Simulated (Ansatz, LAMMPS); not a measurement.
# Static equation of state of glassy 55SiO2-45BaO (mol %) (107 atoms)

Density of this cell: 3.96 g/cm³. The cell holds 107 atoms: 23 Si, 19 Ba and 65 O. Its edges and angles: a = 12.012 Å, b = 12.040 Å, c = 12.474 Å, α = 91.0°, β = 89.9°, γ = 87.3°. The starting structure: 107 atoms (23 Si, 19 Ba, 65 O) placed at random at 3.99 g/cm³, melted at 4000 K for 10 ps at fixed volume with the Morse and Coulomb pair potential with partial charges (Pedone, Malavasi, Menziani, Cormack and Segre, J. Phys. Chem. B 110, 11780 (2006)). Quenched from 4000 K to 300 K at 100 K/ps and fixed volume, held 10 ps at zero pressure, then minimised at fixed cell.

Calculated with Ansatz 0.2.0: Kohn-Sham DFT, PBE, PAW (set soft_2), plane waves; cutoff 420 eV, Γ point, fixed occupations. Cell and atoms were relaxed first, to V0 = 16.838 Å³ an atom at a residual P0 = 0.004 GPa. The cell was then scaled evenly, and the atoms were relaxed at each volume.

| volume (Å³/atom) | pressure (GPa) |
| --- | --- |
| 15.154 | 4.774 |
| 15.828 | ? |
| 16.333 | 1.511 |
| 17.343 | -1.163 |
| 17.849 | -2.126 |

Task: Fit the third-order Birch–Murnaghan equation to the rows given and interpolate to the withheld row.

Worked fit:

Take the Eulerian strain f = ½[(V0/V)^(2/3) − 1] and the normalised pressure F = (P − P0) / [3f(1 + 2f)^(5/2)]. The third-order Birch–Murnaghan equation is then the line F = B0 + (3/2)B0(B′ − 4) f, so u = f and v = F.

```
      u = f  v = F (GPa)
  0.0363829      36.6588
  0.0102568      46.5448
-0.00975658      41.8923
 -0.0190506      41.0772
```

With n = 4: mean u = 0.00445811, mean v = 41.5433, Σ(u − ū)² = 0.0018075, Σ(u − ū)(v − v̄) = -0.12094. Slope b = -0.12094 / 0.0018075 = -66.908; intercept a = v̄ − b ū = 41.842.

So B0 = a = 41.8 GPa and B′ = 4 + 2b/(3a) = 2.93. At the withheld volume f = 0.02106, F = a + b f = 40.43 GPa, and P = P0 + 3f(1 + 2f)^(5/2) F.

Prediction at 15.828: 2.836 GPa. The run gave 3.231 GPa, so the fit is low by 0.40 GPa (12 % of the value).

The series isn't one smooth equation of state: even a line fitted to all rows, the withheld one included, misses F by up to 13.5 %, the count of bonds changes along the series and an atom moves over 0.5 Å in some relaxation. B0 and B′ are then only the numbers of this fit, not moduli of the material. Among the rows given, the largest miss of the fit is at 15.154, by 0.36 GPa (5.2 % of the range of the table).

Limits: Static cells at zero temperature; the cell shape is held. The program notes that the SCF threshold of these relaxations is loose for the stress. The quench rate of 100 K/ps is many orders above laboratory rates, so the cell is likely richer in defects and strain than a real sample. The network of bonds at the start is that of the classical potential that made the cell, and needn't be the one that DFT or experiment would give. Only the Γ point is sampled, in a cell whose shortest periodic width is 12 Å.

[Logs are printed without paths, hosts, clocks, repeated set-up lines and the standing remarks that a program may print on its own settings, such as how far it seeks lower states.]

[Hosts, paths, dates, database ids (printed as entryN), source tags and the programs' standing remarks are cut or masked in the printed files.]
